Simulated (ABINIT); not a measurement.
# TiO2 (Anatase): G0W0 with ABINIT, start to end, part 2 of 3

Wanted: ground state, empty states, screening and self-energy for TiO2 (Anatase).

ABINIT 10.8.3; PBE and many-body steps on it, plane waves. Known limits of the many-body steps: not at the basis limit.

So far. Step 2 (Ground state): The gap is indirect, with the least direct gap 0.31 eV higher.

**3. Bands along the symmetry lines**

Level of this step: DFT, PBE, plane waves, norm-conserving pseudopotentials (ABINIT).

The cheap functional maps the bands first; the places of the edges decide which points the dearer methods must see.

Contents of run.abi:

```
acell 3*1.0 Angstrom
rprim 
  -1.892100000000 1.892100000000 4.757300000000
  1.892100000000 -1.892100000000 4.757300000000
  1.892100000000 1.892100000000 -4.757300000000
ntypat 2
znucl 22 8
natom 6
typat 1 1 2 2 2 2
xred 
  0.000000000000 0.000000000000 0.000000000000
  0.750000000000 0.250000000000 0.500000000000
  0.208100000000 0.208100000000 0.000000000000
  0.958100000000 0.458100000000 0.500000000000
  0.541900000000 0.041900000000 0.500000000000
  0.791900000000 0.791900000000 0.000000000000
pp_dirpath "pseudos"
pseudos "Ti.upf, O.upf"
ecut 38
iscf -2
irdden 1
kptopt 0
nkpt 76
kpt 
  0.00000000 0.00000000 0.00000000
  0.00000000 0.00000000 0.06250000
  0.00000000 0.00000000 0.12500000
  0.00000000 0.00000000 0.18750000
  0.00000000 0.00000000 0.25000000
  0.00000000 0.00000000 0.31250000
  0.00000000 0.00000000 0.37500000
  0.00000000 0.00000000 0.43750000
  0.00000000 0.00000000 0.50000000
  0.03125000 0.03125000 0.46875000
  0.06250000 0.06250000 0.43750000
  0.09375000 0.09375000 0.40625000
  0.12500000 0.12500000 0.37500000
  0.15625000 0.15625000 0.34375000
  0.18750000 0.18750000 0.31250000
  0.21875000 0.21875000 0.28125000
  0.25000000 0.25000000 0.25000000
  0.21875000 0.28125000 0.21875000
  0.18750000 0.31250000 0.18750000
  0.15625000 0.34375000 0.15625000
  0.12500000 0.37500000 0.12500000
  0.09375000 0.40625000 0.09375000
  0.06250000 0.43750000 0.06250000
  0.03125000 0.46875000 0.03125000
  0.00000000 0.50000000 0.00000000
  0.00000000 0.43750000 0.00000000
  0.00000000 0.37500000 0.00000000
  0.00000000 0.31250000 0.00000000
  0.00000000 0.25000000 0.00000000
  0.00000000 0.18750000 0.00000000
  0.00000000 0.12500000 0.00000000
  0.00000000 0.06250000 0.00000000
  0.00000000 0.00000000 0.00000000
  0.06250000 0.06250000 -0.06250000
  0.12500000 0.12500000 -0.12500000
  0.18750000 0.18750000 -0.18750000
  0.25000000 0.25000000 -0.25000000
  0.31250000 0.31250000 -0.31250000
  0.37500000 0.37500000 -0.37500000
  0.43750000 0.43750000 -0.43750000
  0.50000000 0.50000000 -0.50000000
  0.47369330 0.52630670 -0.47369330
  0.44738660 0.55261340 -0.44738660
  0.42107990 0.57892010 -0.42107990
  0.39477321 0.60522679 -0.39477321
  0.36846651 0.63153349 -0.36846651
  0.34215981 0.65784019 -0.34215981
  0.31585311 0.68414689 -0.31585311
  0.28954641 0.71045359 -0.28954641
  -0.28954641 0.28954641 0.28954641
  -0.25335311 0.25335311 0.25335311
  -0.21715981 0.21715981 0.21715981
  -0.18096651 0.18096651 0.18096651
  -0.14477320 0.14477320 0.14477320
  -0.10857990 0.10857990 0.10857990
  -0.07238660 0.07238660 0.07238660
  -0.03619330 0.03619330 0.03619330
  0.00000000 0.00000000 0.00000000
  0.00000000 0.00000000 0.50000000
  -0.00988660 0.00988660 0.50000000
  -0.01977321 0.01977321 0.50000000
  -0.02965981 0.02965981 0.50000000
  -0.03954642 0.03954642 0.50000000
  -0.04943302 0.04943302 0.50000000
  -0.05931962 0.05931962 0.50000000
  -0.06920623 0.06920623 0.50000000
  -0.07909283 0.07909283 0.50000000
  0.50000000 0.50000000 -0.07909283
  0.50000000 0.50000000 -0.13170623
  0.50000000 0.50000000 -0.18431962
  0.50000000 0.50000000 -0.23693302
  0.50000000 0.50000000 -0.28954642
  0.50000000 0.50000000 -0.34215981
  0.50000000 0.50000000 -0.39477321
  0.50000000 0.50000000 -0.44738660
  0.50000000 0.50000000 -0.50000000
istwfk *1
nband 31
nbdbuf 2
tolwfr 1e-08
nstep 40
prtwf 0
prtvol 0
indata_prefix "in"
outdata_prefix "out"
tmpdata_prefix "tmp"
```

Command:

```sh
$ OMP_NUM_THREADS=1 mpirun -n 4 abinit run.abi > log
```

Numbers of over 12 decimals in the logs are rounded to 6 here.

The log of the run:

```text
.Version 10.8.3 of ABINIT. v10.8.2 released Aug 2026.

 Symmetries : space group I4_1/a m d (#141); Bravais tI (body-center tetrag.)
[... echo of the input left out ...]
== DATASET  1 ==================================================================
-   mpi_nproc: 4, omp_nthreads: 1 (-1 if OMP is not activated)

--- !DatasetInfo
iteration_state: {dtset: 1, }
dimensions: {natom: 6, nkpt: 76, mband: 31, nsppol: 1, nspinor: 1, nspden: 1, mpw: 5174, }
cutoff_energies: {ecut:  38.0, pawecutdg:  -1.0, }
electrons: {nelect:   4.80000000E+01, charge:   0.00000000E+00, occopt:   1.00000000E+00, tsmear:   1.00000000E-02, }

 Real(R)+Recip(G) space primitive vectors, cartesian coordinates (Bohr,Bohr^-1):
 R(1)= -3.5755508  3.5755508  8.9899941  G(1)=  0.0000000  0.1398386  0.0556174
 R(2)=  3.5755508 -3.5755508  8.9899941  G(2)=  0.1398386  0.0000000  0.0556174
 R(3)=  3.5755508  3.5755508 -8.9899941  G(3)=  0.1398386  0.1398386  0.0000000
 Unit cell volume ucvol=  4.5973260E+02 bohr^3
 Angles (23,13,12)=  1.39434593E+02  1.39434593E+02  5.87128032E+01 degrees

 getcut: wavevector=  0.0000  0.0000  0.0000  ngfft=  60  60  60
         ecut(hartree)=     38.000   => boxcut(ratio)=   2.09654

--- Pseudopotential description ------------------------------------------------
- Ti Generated using ONCVPSP code by D. R. Hamann
- 22.00000  12.00000  171031                  znucl, zion, pspdat
12 -101130 2 -1 1586                          pspcod,pspxc,lmax,lloc,mmax
     nproj     2     2     2
  pspatm : epsatm=   14.68144553
         --- l  ekb(1:nproj) -->
             0   11.362348    1.263639
             1    1.975402   -0.084666
             2   -5.186090   -1.477451
 pspatm: atomic psp has been read  and splines computed

- O Generated using ONCVPSP code by D. R. Hamann
-  8.00000   6.00000  171031                  znucl, zion, pspdat
12 -101130 2 -1 936                           pspcod,pspxc,lmax,lloc,mmax
     nproj     2     2     1
  pspatm : epsatm=    6.19545534
         --- l  ekb(1:nproj) -->
[...]
2   -1.331955
 pspatm: atomic psp has been read  and splines computed

--------------------------------------------------------------------------------

================================================================================
 prteigrs : about to open file out_EIG
 Non-SCF case, kpt    1 (  0.00000  0.00000  0.00000), residuals and eigenvalues=
  8.80E-09  3.41E-09  8.12E-09  4.55E-09  6.70E-09  5.07E-09  6.60E-09  2.55E-09
  8.75E-09  6.50E-09  4.37E-09  5.19E-09  3.05E-09  4.58E-09  9.65E-09  3.99E-09
  5.15E-09  5.34E-09  9.92E-09  4.23E-09  6.85E-09  4.27E-09  4.12E-09  6.23E-09
  6.43E-09  8.56E-09  9.13E-09  6.72E-09  6.84E-09  6.92E-09  9.76E-05
 -1.9185E+00 -1.9163E+00 -1.0546E+00 -1.0458E+00 -1.0458E+00 -1.0432E+00
 -1.0432E+00 -1.0400E+00 -4.9493E-01 -4.5758E-01 -4.5221E-01 -4.3977E-01
[...]
1.0230E-01  1.0230E-01  1.0539E-01  1.0539E-01  1.4716E-01  1.4716E-01
  2.4407E-01  2.4407E-01  2.9217E-01  2.9217E-01  3.0912E-01  3.0912E-01
  3.3636E-01

--- !ResultsGS
iteration_state: {dtset: 1, }
comment   : Summary of ground state results
lattice_vectors:
- [ -3.5755508,   3.5755508,   8.9899941, ]
- [  3.5755508,  -3.5755508,   8.9899941, ]
- [  3.5755508,   3.5755508,  -8.9899941, ]
lattice_lengths: [  10.31451,   10.31451,   10.31451, ]
lattice_angles: [139.435, 139.435,  58.713, ] # degrees, (23, 13, 12)
lattice_volume:   4.5973260E+02
convergence: {deltae:  0.000E+00, res2:  0.000E+00, residm:  9.996E-09, diffor:  0.000E+00, }
etotal    :  -1.85216948E+02
entropy   :   0.00000000E+00
fermie    :   1.50508157E-01
cartesian_stress_tensor: null
pressure_GPa: null
xred      :
- [  0.0000E+00,   0.0000E+00,   0.0000E+00, Ti]
- [  7.5000E-01,   2.5000E-01,   5.0000E-01, Ti]
- [  2.0810E-01,   2.0810E-01,  -3.2879E-19,  O]
- [  9.5810E-01,   4.5810E-01,   5.0000E-01,  O]
- [  5.4190E-01,   4.1900E-02,   5.0000E-01,  O]
- [  7.9190E-01,   7.9190E-01,  -1.2512E-18,  O]
cartesian_forces: null
force_length_stats: {min: null, max: null, mean: null, }

 Integrated electronic density in atomic spheres:
 ------------------------------------------------
 Atom  Sphere_radius  Integrated_density
[...]
================================================================================

 ----iterations are completed or convergence reached----

 Mean square residual over all n,k,spin=   62.310E-10; max=  99.956E-10
 reduced coordinates (array xred) for    6 atoms
[...]
0.541900000000      0.041900000000      0.500000000000
       0.791900000000      0.791900000000     -0.000000000000

 cartesian coordinates (angstrom) at end:
    1      0.000000     0.000000     0.000000
    2      0.000000     1.892100     2.378650
    3      0.000000    -0.000000     1.979988
    4      0.000000     1.892100     4.358638
    5     -0.000000     1.892100     0.398662
    6      0.000000    -0.000000     7.534612
 length scales=  1.889726125908  1.889726125908  1.889726125908 bohr
              =  1.000000000000  1.000000000000  1.000000000000 angstroms
 prteigrs : about to open file out_EIG
 Eigenvalues (hartree) for nkpt=  76  k points:
 kpt#   1, nband= 31, wtk=  1.00000, kpt=  0.0000  0.0000  0.0000 (reduced coord)
[...]
kpt#   2, nband= 31, wtk=  1.00000, kpt=  0.0000  0.0000  0.0625 (reduced coord)
[...]
kpt#   3, nband= 31, wtk=  1.00000, kpt=  0.0000  0.0000  0.1250 (reduced coord)
[...]
kpt#  75, nband= 31, wtk=  1.00000, kpt=  0.5000  0.5000 -0.4474 (reduced coord)
[...]
0.24693    0.24693    0.29047    0.29047    0.30424    0.30424    0.34251
 kpt#  76, nband= 31, wtk=  1.00000, kpt=  0.5000  0.5000 -0.5000 (reduced coord)
[...]
-0.47333   -0.47333   -0.44981   -0.44981    0.01469    0.01469    0.01653    0.01653
   0.07689    0.07689    0.10230    0.10230    0.10539    0.10539    0.14716    0.14716
   0.24407    0.24407    0.29217    0.29217    0.30912    0.30912    0.33636

== END DATASET(S) ==============================================================
================================================================================

 -outvars: echo values of variables after computation  --------
            nband          31
             nkpt          76
          spgroup         141
 [... the other variables as echoed above ...]

 Calculation completed.
```

It took 3 min on 4 MPI ranks of Arm Neoverse V2, shared host; peak memory 0.5 GiB.

This step gave:

```
gap                        : 2.141 eV
k of the valence top       : 0, 0, 0.4375
k of the conduction bottom : 0, 0, 0
least direct gap           : 2.492 eV
```

The gap is 2.141 eV, −0.045 eV from the run before at this level.

The electronic bands at the labelled points (eV, zero at the top of the highest filled band):

```
     point  band 21  band 22  band 23  band 24  band 25  band 26  band 27  band 28
         Γ    -0.78    -0.78    -0.48    -0.48     2.14     2.89     4.02     4.02
   halfway    -1.84    -0.96    -0.61    -0.25     3.01     3.16     3.54     3.77
         X    -2.07    -2.07    -0.05    -0.05     3.38     3.38     3.85     3.85
   halfway    -1.81    -1.81    -0.14    -0.14     3.45     3.45     3.78     3.78
         P    -1.60    -1.60    -0.24    -0.24     3.61     3.61     3.64     3.64
   halfway    -1.90    -0.97    -0.60    -0.35     3.18     3.32     3.71     3.73
         N    -1.96    -0.95    -0.86    -0.65     3.27     3.58     3.60     3.70
   halfway    -1.35    -0.80    -0.80    -0.53     3.00     3.26     3.36     3.64
         Γ    -0.78    -0.78    -0.48    -0.48     2.14     2.89     4.02     4.02
   halfway    -1.08    -1.08    -0.25    -0.25     2.24     2.77     3.86     3.86
         M    -1.27    -1.27    -0.14    -0.14     2.50     2.50     3.81     3.81
   halfway    -1.32    -0.72    -0.61    -0.57     2.76     3.23     3.44     3.58
         S    -1.20    -0.94    -0.91    -0.84     3.24     3.52     3.60     3.66
jump to S0    -1.20    -0.94    -0.91    -0.84     3.24     3.52     3.60     3.66
   halfway    -1.49    -0.92    -0.84    -0.58     3.15     3.34     3.37     3.66
         Γ    -0.78    -0.78    -0.48    -0.48     2.14     2.89     4.02     4.02
 jump to X    -2.07    -2.07    -0.05    -0.05     3.38     3.38     3.85     3.85
   halfway    -2.02    -2.02    -0.06    -0.06     3.37     3.37     3.83     3.83
         R    -1.91    -1.91    -0.09    -0.09     3.35     3.35     3.79     3.79
 jump to G    -1.91    -1.91    -0.09    -0.09     3.35     3.35     3.79     3.79
   halfway    -1.09    -1.09    -0.53    -0.53     3.08     3.08     3.58     3.58
         M    -1.27    -1.27    -0.14    -0.14     2.50     2.50     3.81     3.81
```

**4. Empty states on the mesh, 4×4×4 mesh, 93 bands**

The sums over transitions need many empty states on a uniform mesh; this step solves for them.

Contents of run.abi:

```
acell 3*1.0 Angstrom
rprim 
  -1.892100000000 1.892100000000 4.757300000000
  1.892100000000 -1.892100000000 4.757300000000
  1.892100000000 1.892100000000 -4.757300000000
ntypat 2
znucl 22 8
natom 6
typat 1 1 2 2 2 2
xred 
  0.000000000000 0.000000000000 0.000000000000
  0.750000000000 0.250000000000 0.500000000000
  0.208100000000 0.208100000000 0.000000000000
  0.958100000000 0.458100000000 0.500000000000
  0.541900000000 0.041900000000 0.500000000000
  0.791900000000 0.791900000000 0.000000000000
pp_dirpath "pseudos"
pseudos "Ti.upf, O.upf"
ecut 38
ngkpt 4 4 4
nshiftk 1
shiftk 0 0 0
kptopt 1
chksymbreak 0
iscf -2
irdden 1
istwfk *1
nband 93
nbdbuf 8
tolwfr 1e-09
nstep 60
prtvol 0
indata_prefix "in"
outdata_prefix "out"
tmpdata_prefix "tmp"
```

The log of the run:

```text
.Version 10.8.3 of ABINIT. v10.8.2 released Aug 2026.

 Symmetries : space group I4_1/a m d (#141); Bravais tI (body-center tetrag.)
[... echo of the input left out ...]
== DATASET  1 ==================================================================
-   mpi_nproc: 4, omp_nthreads: 1 (-1 if OMP is not activated)

--- !DatasetInfo
iteration_state: {dtset: 1, }
dimensions: {natom: 6, nkpt: 13, mband: 93, nsppol: 1, nspinor: 1, nspden: 1, mpw: 5174, }
cutoff_energies: {ecut:  38.0, pawecutdg:  -1.0, }
electrons: {nelect:   4.80000000E+01, charge:   0.00000000E+00, occopt:   1.00000000E+00, tsmear:   1.00000000E-02, }

 Real(R)+Recip(G) space primitive vectors, cartesian coordinates (Bohr,Bohr^-1):
 R(1)= -3.5755508  3.5755508  8.9899941  G(1)=  0.0000000  0.1398386  0.0556174
 R(2)=  3.5755508 -3.5755508  8.9899941  G(2)=  0.1398386  0.0000000  0.0556174
 R(3)=  3.5755508  3.5755508 -8.9899941  G(3)=  0.1398386  0.1398386  0.0000000
 Unit cell volume ucvol=  4.5973260E+02 bohr^3
 Angles (23,13,12)=  1.39434593E+02  1.39434593E+02  5.87128032E+01 degrees

 getcut: wavevector=  0.0000  0.0000  0.0000  ngfft=  60  60  60
         ecut(hartree)=     38.000   => boxcut(ratio)=   2.09654

--- Pseudopotential description ------------------------------------------------
- Ti Generated using ONCVPSP code by D. R. Hamann
- 22.00000  12.00000  171031                  znucl, zion, pspdat
12 -101130 2 -1 1586                          pspcod,pspxc,lmax,lloc,mmax
     nproj     2     2     2
  pspatm : epsatm=   14.68144553
         --- l  ekb(1:nproj) -->
             0   11.362348    1.263639
             1    1.975402   -0.084666
             2   -5.186090   -1.477451
 pspatm: atomic psp has been read  and splines computed

- O Generated using ONCVPSP code by D. R. Hamann
-  8.00000   6.00000  171031                  znucl, zion, pspdat
12 -101130 2 -1 936                           pspcod,pspxc,lmax,lloc,mmax
     nproj     2     2     1
  pspatm : epsatm=    6.19545534
         --- l  ekb(1:nproj) -->
[...]
2   -1.331955
 pspatm: atomic psp has been read  and splines computed

--------------------------------------------------------------------------------

================================================================================
 prteigrs : about to open file out_EIG
 Non-SCF case, kpt    1 (  0.00000  0.00000  0.00000), residuals and eigenvalues=
  4.49E-10  2.34E-10  2.30E-10  2.40E-10  1.04E-10  1.44E-10  7.91E-10  1.52E-10
  4.36E-10  7.41E-10  6.47E-10  6.77E-10  2.44E-10  1.85E-10  4.69E-10  5.01E-10
  2.06E-10  2.65E-10  3.76E-10  2.17E-10  3.67E-10  2.30E-10  2.07E-10  1.43E-10
[...]
1.06E-07  7.17E-06  9.71E-07  1.50E-05  4.25E-04
 -1.9185E+00 -1.9163E+00 -1.0546E+00 -1.0458E+00 -1.0458E+00 -1.0432E+00
 -1.0432E+00 -1.0400E+00 -4.9493E-01 -4.5758E-01 -4.5221E-01 -4.3977E-01
  7.0812E-03  1.1453E-02  1.1453E-02  2.6319E-02  7.5837E-02  7.5837E-02
[...]
1.7699E+00  1.7699E+00  1.7752E+00  1.7752E+00  1.7877E+00  1.8337E+00
  1.8337E+00  1.8604E+00  1.8946E+00  1.9013E+00  1.9013E+00  1.9505E+00
[...]
prteigrs : prtvol=0 or 1, do not print more k-points.

--- !ResultsGS
iteration_state: {dtset: 1, }
comment   : Summary of ground state results
lattice_vectors:
- [ -3.5755508,   3.5755508,   8.9899941, ]
- [  3.5755508,  -3.5755508,   8.9899941, ]
- [  3.5755508,   3.5755508,  -8.9899941, ]
lattice_lengths: [  10.31451,   10.31451,   10.31451, ]
lattice_angles: [139.435, 139.435,  58.713, ] # degrees, (23, 13, 12)
lattice_volume:   4.5973260E+02
convergence: {deltae:  0.000E+00, res2:  0.000E+00, residm:  9.940E-10, diffor:  0.000E+00, }
etotal    :  -1.85216948E+02
entropy   :   0.00000000E+00
fermie    :   1.50508157E-01
cartesian_stress_tensor: null
pressure_GPa: null
xred      :
- [  0.0000E+00,   0.0000E+00,   0.0000E+00, Ti]
- [  7.5000E-01,   2.5000E-01,   5.0000E-01, Ti]
- [  2.0810E-01,   2.0810E-01,  -3.2879E-19,  O]
- [  9.5810E-01,   4.5810E-01,   5.0000E-01,  O]
- [  5.4190E-01,   4.1900E-02,   5.0000E-01,  O]
- [  7.9190E-01,   7.9190E-01,  -1.2512E-18,  O]
cartesian_forces: null
force_length_stats: {min: null, max: null, mean: null, }

 Integrated electronic density in atomic spheres:
 ------------------------------------------------
 Atom  Sphere_radius  Integrated_density
[...]
================================================================================

 ----iterations are completed or convergence reached----

 Mean square residual over all n,k,spin=   43.386E-11; max=  99.400E-11
 reduced coordinates (array xred) for    6 atoms
[...]
0.541900000000      0.041900000000      0.500000000000
       0.791900000000      0.791900000000     -0.000000000000

 cartesian coordinates (angstrom) at end:
    1      0.000000     0.000000     0.000000
    2      0.000000     1.892100     2.378650
    3      0.000000    -0.000000     1.979988
    4      0.000000     1.892100     4.358638
    5     -0.000000     1.892100     0.398662
    6      0.000000    -0.000000     7.534612
 length scales=  1.889726125908  1.889726125908  1.889726125908 bohr
              =  1.000000000000  1.000000000000  1.000000000000 angstroms
 prteigrs : about to open file out_EIG
 Eigenvalues (hartree) for nkpt=  13  k points:
 kpt#   1, nband= 93, wtk=  0.01563, kpt=  0.0000  0.0000  0.0000 (reduced coord)
[...]
1.64290    1.68029    1.69193    1.69301    1.73490    1.75310    1.76994    1.76994
   1.77520    1.77520    1.78775    1.83370    1.83370    1.86040    1.89462    1.90134
   1.90134    1.95046    1.95844    1.95909    1.95981
 prteigrs : prtvol=0 or 1, do not print more k-points.

== END DATASET(S) ==============================================================
================================================================================

 -outvars: echo values of variables after computation  --------
            nband          93
             nkpt          13
          spgroup         141
 [... the other variables as echoed above ...]

 Calculation completed.
```

Run time: 77 s. Hardware: 4 MPI ranks; peak memory 0.42 GiB.

Numbers from this step:

* gap: 2.189 eV
* k of the valence top: 0.5, 0.5, 0
* k of the conduction bottom: 0, 0, 0
* least direct gap: 2.492 eV
* k points computed: 13
* lowest point of the top converged band, above the valence top: 45.80 eV

On this mesh the gap is 2.189 eV.

(Continued in part 3 of 3.)

[Paths, hosts, dates, memory and timing lines, banners, echoed tables and standing remarks are left out of the program output.]

[Logs are printed without paths, hosts, clocks, repeated set-up lines and the standing remarks that a program may print on its own settings, such as how far it seeks lower states.]

[Runs of the session that timed out or met a known fault of the program may be left out.]

[Hosts, paths, dates, database ids (printed as entryN), source tags and the programs' standing remarks are cut or masked in the printed files.]

[G0W0 gaps are taken among the corrected bands and points alone; a level outside them can change the order at an edge.]

[Where Ansatz stands beside ABINIT at settings called matched, ABINIT's density can come from a denser mesh and the files from another edition; pairs whose starting gaps differed by over 0.03 eV were left out, so agreement reads better than it is.]
